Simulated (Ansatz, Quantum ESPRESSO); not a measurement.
# ZrSi3 (Fm-3m): zone-centre phonons

Aim: the zone-centre modes of ZrSi3 (Fm-3m).

Method: DFT PBE, scalar-relativistic, plane waves, SG15 norm-conserving pseudopotentials, in Quantum ESPRESSO 7.5.

The structure was built from a prototype and need not be the compound's stable phase.

**1. The structure**

Symmetry: Fm-3m, No. 225, cubic system. The conventional cell has a = 6.401 Å, b = 6.401 Å, c = 6.401 Å, α = 90.00°, β = 90.00°, γ = 90.00°. Zr has 14 Si at 2.77 to 3.20 Å nearest. Nearest to Si lie 8 Si at 2.77 Å and 6 Zr at 3.20 Å. Nearest to Si lie 4 Zr at 2.77 Å and 4 Si at 2.77 Å. Farther neighbours are not listed.

**2. A probe with smearing**

A cheap run with smearing and empty bands tells whether the crystal has a gap, which decides between fixed occupations and smearing later on.

probe.in reads:

```
&control
   calculation = 'scf'
   prefix = 'x'
   outdir = './tmp'
   pseudo_dir = './pseudo'
   tprnfor = .true.
   tstress = .true.
   verbosity = 'high'
/
&system
   ibrav = 0
   nat = 4
   ntyp = 2
   ecutwfc = 60.0
   occupations = 'smearing'
   smearing = 'gaussian'
   degauss = 0.01
/
&electrons
   conv_thr = 1.0d-07
   mixing_beta = 0.7
   electron_maxstep = 100
/
ATOMIC_SPECIES
 Zr     91.2240  Zr.upf
 Si     28.0850  Si.upf
CELL_PARAMETERS angstrom
    -3.200520750    0.000000000    3.200520750
     0.000000000    3.200520750    3.200520750
    -3.200520750    3.200520750    0.000000000
ATOMIC_POSITIONS crystal
 Zr     0.000000000   0.000000000   0.000000000
 Si     0.500000000   0.500000000   0.500000000
 Si     0.750000000   0.750000000   0.750000000
 Si     0.250000000   0.250000000   0.250000000
K_POINTS automatic
 6 6 6 0 0 0
```

Command:

```
$ OMP_NUM_THREADS=1 mpirun -n 4 pw.x -nk 4 -in probe.in > probe.out
```

The log of the run:

```text
[banners, grids, parts of the stress and lines that vanish by symmetry left out]
Program PWSCF v.7.5
     Message from routine setup:
     using ibrav=0 with symmetry is DISCOURAGED, use correct ibrav instead
[...]
kinetic-energy cutoff     =      60.0000  Ry
     charge density cutoff     =     240.0000  Ry
     scf convergence threshold =      1.0E-07
[...]
Exchange-correlation= PBE
                           (   1   4   3   4   0   0   0)
[...]
48 Sym. Ops., with inversion, found
[...]
(     0          1          0      )
                  (     0          0          1      )
[...]
(  0.0000000  1.0000000  0.0000000 )
                  ( -0.0000000 -0.0000000  1.0000000 )
[...]
(     1          0         -1      )
                  (     0          0         -1      )
[...]
(     0          1          0      )
[...]
( -1.0000000  0.0000000  0.0000000 )
                  (  0.0000000  1.0000000 -0.0000000 )
[...]
number of k points=    16  Gaussian smearing, width (Ry)=  0.0100
[...]
End of self-consistent calculation
[...]
the Fermi energy is    11.9350 ev
!    total energy              =    -118.45359961 Ry
[...]
convergence has been achieved in   8 iterations
[...]
atom    1 type  1   force =     0.00000000    0.00000000    0.00000000
     atom    2 type  2   force =     0.00000000    0.00000000   -0.00000000
     atom    3 type  2   force =     0.00000000   -0.00000000    0.00000000
     atom    4 type  2   force =    -0.00000000    0.00000000   -0.00000000
[...]
Total force =     0.000000     Total SCF correction =     0.000000
[...]
total   stress  (Ry/bohr**3)                   (kbar)     P=       36.05
[...]
XML data file, charge density, pseudopotentials, collected wavefunctions

   JOB DONE.
```

The job ended after 6.3 s (4 MPI ranks of Arm Neoverse V1, shared host; 25 s of CPU time).

Numbers from this step:

| Quantity | Value |
| --- | --- |
| volume per atom | 16.39 Å³ |
| pressure | 3.605 GPa |
| gap on the k-mesh | 0 eV |

No gap opens on this mesh, so smearing is kept; the start stands at 3.6 GPa.

**3. Relaxation**

The relaxation runs at a cutoff a fifth above that of the response, since stress converges more slowly with the basis than frequencies do. Forces and stress are brought to rest with tight thresholds.

relax.in reads:

```
&control
   calculation = 'vc-relax'
   prefix = 'x'
   outdir = './tmp'
   pseudo_dir = './pseudo'
   tprnfor = .true.
   tstress = .true.
   forc_conv_thr = 2.0d-05
   etot_conv_thr = 1.0d-07
   nstep = 40
/
&system
   ibrav = 0
   nat = 4
   ntyp = 2
   ecutwfc = 72
   occupations = 'smearing'
   smearing = 'mv'
   degauss = 0.02
/
&electrons
   conv_thr = 1.0d-11
   mixing_beta = 0.7
   electron_maxstep = 100
/
&ions
/
&cell
   press_conv_thr = 0.2
/
ATOMIC_SPECIES
 Zr     91.2240  Zr.upf
 Si     28.0850  Si.upf
CELL_PARAMETERS angstrom
    -3.200520750    0.000000000    3.200520750
     0.000000000    3.200520750    3.200520750
    -3.200520750    3.200520750    0.000000000
ATOMIC_POSITIONS crystal
 Zr     0.000000000   0.000000000   0.000000000
 Si     0.500000000   0.500000000   0.500000000
 Si     0.750000000   0.750000000   0.750000000
 Si     0.250000000   0.250000000   0.250000000
K_POINTS automatic
 8 8 8 0 0 0
```

Command:

```
$ OMP_NUM_THREADS=1 mpirun -n 4 pw.x -nk 4 -in relax.in > relax.out
```

The log of the run:

```text
[banners, grids, parts of the stress and lines that vanish by symmetry left out]
[banner, memory and clock lines left out]
Program PWSCF v.7.5

[...]
kinetic-energy cutoff     =      72.0000  Ry
     charge density cutoff     =     288.0000  Ry
     scf convergence threshold =      1.0E-11
[...]
energy convergence thresh.=      1.0E-07
     force convergence thresh. =      2.0E-05
     press convergence thresh. =      2.0E-01
     Exchange-correlation= PBE
                           (   1   4   3   4   0   0   0)
[...]
48 Sym. Ops., with inversion, found
[...]
number of k points=    29  Marzari-Vanderbilt smearing, width (Ry)=  0.0200
[...]
End of self-consistent calculation
[...]
the Fermi energy is    12.0063 ev
!    total energy              =    -118.45090584 Ry
[...]
convergence has been achieved in  10 iterations
[...]
atom    1 type  1   force =     0.00000000    0.00000000    0.00000000
     atom    2 type  2   force =    -0.00000000   -0.00000000    0.00000000
     atom    3 type  2   force =    -0.00000000   -0.00000000   -0.00000000
     atom    4 type  2   force =     0.00000000    0.00000000   -0.00000000
     Total force =     0.000000     Total SCF correction =     0.000000
[...]
total   stress  (Ry/bohr**3)                   (kbar)     P=       39.03
[...]
number of bfgs steps    =   0
[...]
CELL_PARAMETERS (angstrom)
[...]
ATOMIC_POSITIONS (crystal)
Zr               0.0000000000        0.0000000000        0.0000000000
Si               0.5000000000        0.5000000000        0.5000000000
Si               0.7500000000        0.7500000000        0.7500000000
Si               0.2500000000        0.2500000000        0.2500000000
[...]
New effective cutoffs (rho, wfc):  284.11   71.04
[...]
End of self-consistent calculation
[...]
the Fermi energy is    11.7155 ev
!    total energy              =    -118.45265768 Ry
[...]
convergence has been achieved in   9 iterations
[...]
atom    1 type  1   force =     0.00000000    0.00000000   -0.00000000
     atom    2 type  2   force =     0.00000000    0.00000000    0.00000000
     atom    3 type  2   force =     0.00000000    0.00000000    0.00000000
     atom    4 type  2   force =    -0.00000000   -0.00000000   -0.00000000
     Total force =     0.000000     Total SCF correction =     0.000000
[...]
total   stress  (Ry/bohr**3)                   (kbar)     P=       19.40
[...]
number of bfgs steps    =   1
[...]
CELL_PARAMETERS (angstrom)
[...]
ATOMIC_POSITIONS (crystal)
[...]
New effective cutoffs (rho, wfc):  280.35   70.10
[...]
End of self-consistent calculation
[...]
the Fermi energy is    11.4269 ev
!    total energy              =    -118.45327762 Ry
[...]
convergence has been achieved in  10 iterations
[...]
atom    1 type  1   force =    -0.00000000   -0.00000000    0.00000000
     atom    2 type  2   force =    -0.00000000   -0.00000000   -0.00000000
     atom    3 type  2   force =     0.00000000    0.00000000    0.00000000
     atom    4 type  2   force =    -0.00000000    0.00000000   -0.00000000
     Total force =     0.000000     Total SCF correction =     0.000000
[...]
total   stress  (Ry/bohr**3)                   (kbar)     P=        0.89
[...]
number of bfgs steps    =   2
[...]
CELL_PARAMETERS (angstrom)
[...]
ATOMIC_POSITIONS (crystal)
[...]
New effective cutoffs (rho, wfc):  280.17   70.06
[...]
End of self-consistent calculation
[...]
the Fermi energy is    11.4130 ev
!    total energy              =    -118.45327901 Ry
[...]
convergence has been achieved in   9 iterations
[...]
atom    1 type  1   force =    -0.00000000    0.00000000   -0.00000000
     atom    2 type  2   force =     0.00000000    0.00000000    0.00000000
     atom    3 type  2   force =     0.00000000    0.00000000   -0.00000000
     atom    4 type  2   force =    -0.00000000   -0.00000000    0.00000000
     Total force =     0.000000     Total SCF correction =     0.000000
[...]
total   stress  (Ry/bohr**3)                   (kbar)     P=        0.02
[...]
number of bfgs steps    =   3
[...]
small trust_radius: resetting bfgs history
[...]
CELL_PARAMETERS (angstrom)
[...]
ATOMIC_POSITIONS (crystal)
[...]
New effective cutoffs (rho, wfc):  280.16   70.06
[...]
End of self-consistent calculation
[...]
the Fermi energy is    11.4128 ev
!    total energy              =    -118.45327901 Ry
[...]
convergence has been achieved in   6 iterations
[...]
atom    1 type  1   force =     0.00000000   -0.00000000    0.00000000
     atom    2 type  2   force =     0.00000000    0.00000000    0.00000000
     atom    3 type  2   force =    -0.00000000   -0.00000000    0.00000000
     atom    4 type  2   force =     0.00000000    0.00000000    0.00000000
     Total force =     0.000000     Total SCF correction =     0.000000
[...]
total   stress  (Ry/bohr**3)                   (kbar)     P=        0.01
[...]
bfgs converged in   5 scf cycles and   4 bfgs steps
[...]
End of BFGS Geometry Optimization
     Final enthalpy           =    -118.4532790081 Ry
     File ./tmp/x.bfgs deleted, as requested
[...]
CELL_PARAMETERS (angstrom)
[...]
ATOMIC_POSITIONS (crystal)
[...]
Si               0.7500000000        0.7500000000        0.7500000000
Si               0.2500000000        0.2500000000        0.2500000000
[...]
Final scf calculation at the relaxed structure.
[...]
kinetic-energy cutoff     =      72.0000  Ry
     charge density cutoff     =     288.0000  Ry
     scf convergence threshold =      1.0E-13
[...]
press convergence thresh. =      2.0E-01
     Exchange-correlation= PBE
                           (   1   4   3   4   0   0   0)
[...]
48 Sym. Ops., with inversion, found
[...]
number of k points=    29  Marzari-Vanderbilt smearing, width (Ry)=  0.0200
[...]
c_bands:  1 eigenvalues not converged
     c_bands:  2 eigenvalues not converged
     c_bands:  3 eigenvalues not converged
     c_bands:  4 eigenvalues not converged
     c_bands:  3 eigenvalues not converged
     c_bands:  2 eigenvalues not converged
     c_bands:  2 eigenvalues not converged
[...]
End of self-consistent calculation
[...]
the Fermi energy is    11.4128 ev
!    total energy              =    -118.45328996 Ry
[...]
convergence has been achieved in  13 iterations
[...]
atom    1 type  1   force =    -0.00000000   -0.00000000   -0.00000000
     atom    2 type  2   force =     0.00000000   -0.00000000    0.00000000
     atom    3 type  2   force =    -0.00000000    0.00000000   -0.00000000
     atom    4 type  2   force =     0.00000000   -0.00000000    0.00000000
     Total force =     0.000000     Total SCF correction =     0.000000
[...]
total   stress  (Ry/bohr**3)                   (kbar)     P=        0.03
[...]
XML data file, charge density, pseudopotentials, collected wavefunctions
```

The job ended after 77 s (4 MPI ranks; 5.1 min of CPU time).

Relaxation path:

```tsv
step	energy less that of the first step (eV)	largest force (eV/Å)	pressure (GPa)	volume (Å³)
1	0.0000	0.0000	3.90	65.57
2	-0.0238	0.0000	1.94	66.88
3	-0.0323	0.0000	0.09	68.23
4	-0.0323	0.0000	0.00	68.30
5	-0.0323	0.0000	0.00	68.30
6	-0.0324	0.0000	0.00	68.30
```

```tsv
conventional cell, symmetrised	before	after	change
a (Å)	6.401	6.489	+1.4 %
b (Å)	6.401	6.489	+1.4 %
c (Å)	6.401	6.489	+1.4 %
volume (Å³/atom)	16.39	17.07	+4.2 %
```

The last row of the table of steps is pw.x's closing run on a basis chosen anew for the final cell, so its energy can jump.

Read from the output:

```yaml
volume_per_atom: 17.07 Å³
pressure: 0.003000 GPa
```

The volume changes by +4.2 % from the cell with which this run began.

**4. Self-consistent run for the response**

The response is built on this ground state, so it is converged far tighter than an energy would need. Smearing stays on, as the first look found no gap above 0.3 eV.

scf.in reads:

```
&control
   calculation = 'scf'
   prefix = 'x'
   outdir = './tmp'
   pseudo_dir = './pseudo'
   tprnfor = .true.
   tstress = .true.
/
&system
   ibrav = 0
   nat = 4
   ntyp = 2
   ecutwfc = 60.0
   occupations = 'smearing'
   smearing = 'mv'
   degauss = 0.02
/
&electrons
   conv_thr = 1.0d-12
   mixing_beta = 0.7
   electron_maxstep = 100
/
ATOMIC_SPECIES
 Zr     91.2240  Zr.upf
 Si     28.0850  Si.upf
CELL_PARAMETERS angstrom
    -3.244351387    0.000000000    3.244351387
     0.000000000    3.244351387    3.244351387
    -3.244351387    3.244351387    0.000000000
ATOMIC_POSITIONS crystal
 Zr     0.000000000   0.000000000   0.000000000
 Si     0.500000000   0.500000000   0.500000000
 Si     0.750000000   0.750000000   0.750000000
 Si     0.250000000   0.250000000   0.250000000
K_POINTS automatic
 8 8 8 0 0 0
```

Command:

```
$ OMP_NUM_THREADS=1 mpirun -n 4 pw.x -nk 4 -in scf.in > scf.out
```

The log of the run:

```text
[banners, grids, parts of the stress and lines that vanish by symmetry left out]
[banner, memory and clock lines left out]
Program PWSCF v.7.5

[...]
kinetic-energy cutoff     =      60.0000  Ry
     charge density cutoff     =     240.0000  Ry
     scf convergence threshold =      1.0E-12
[...]
Exchange-correlation= PBE
                           (   1   4   3   4   0   0   0)
[...]
48 Sym. Ops., with inversion, found
[...]
number of k points=    29  Marzari-Vanderbilt smearing, width (Ry)=  0.0200
[...]
c_bands:  1 eigenvalues not converged
[...]
End of self-consistent calculation
[...]
the Fermi energy is    11.4129 ev
!    total energy              =    -118.45318643 Ry
[...]
convergence has been achieved in  11 iterations
[...]
atom    1 type  1   force =     0.00000000    0.00000000    0.00000000
     atom    2 type  2   force =    -0.00000000   -0.00000000    0.00000000
     atom    3 type  2   force =    -0.00000000    0.00000000   -0.00000000
     atom    4 type  2   force =     0.00000000    0.00000000   -0.00000000
     Total force =     0.000000     Total SCF correction =     0.000000
[...]
total   stress  (Ry/bohr**3)                   (kbar)     P=        0.01
[...]
XML data file, charge density, pseudopotentials, collected wavefunctions
```

The job ended after 14 s (4 MPI ranks).

Numbers from this step:

- pressure: 0.001 GPa

The cell stands at 0.001 GPa, close enough for phonons.

(Continued in part 2 of 3.)

[Host names and launcher messages were left out of these logs when they were recorded.]

[Logs are printed without paths, hosts, clocks, repeated set-up lines and the standing remarks that a program may print on its own settings, such as how far it seeks lower states.]

[Hosts, paths, dates, database ids (printed as entryN), source tags and the programs' standing remarks are cut or masked in the printed files.]
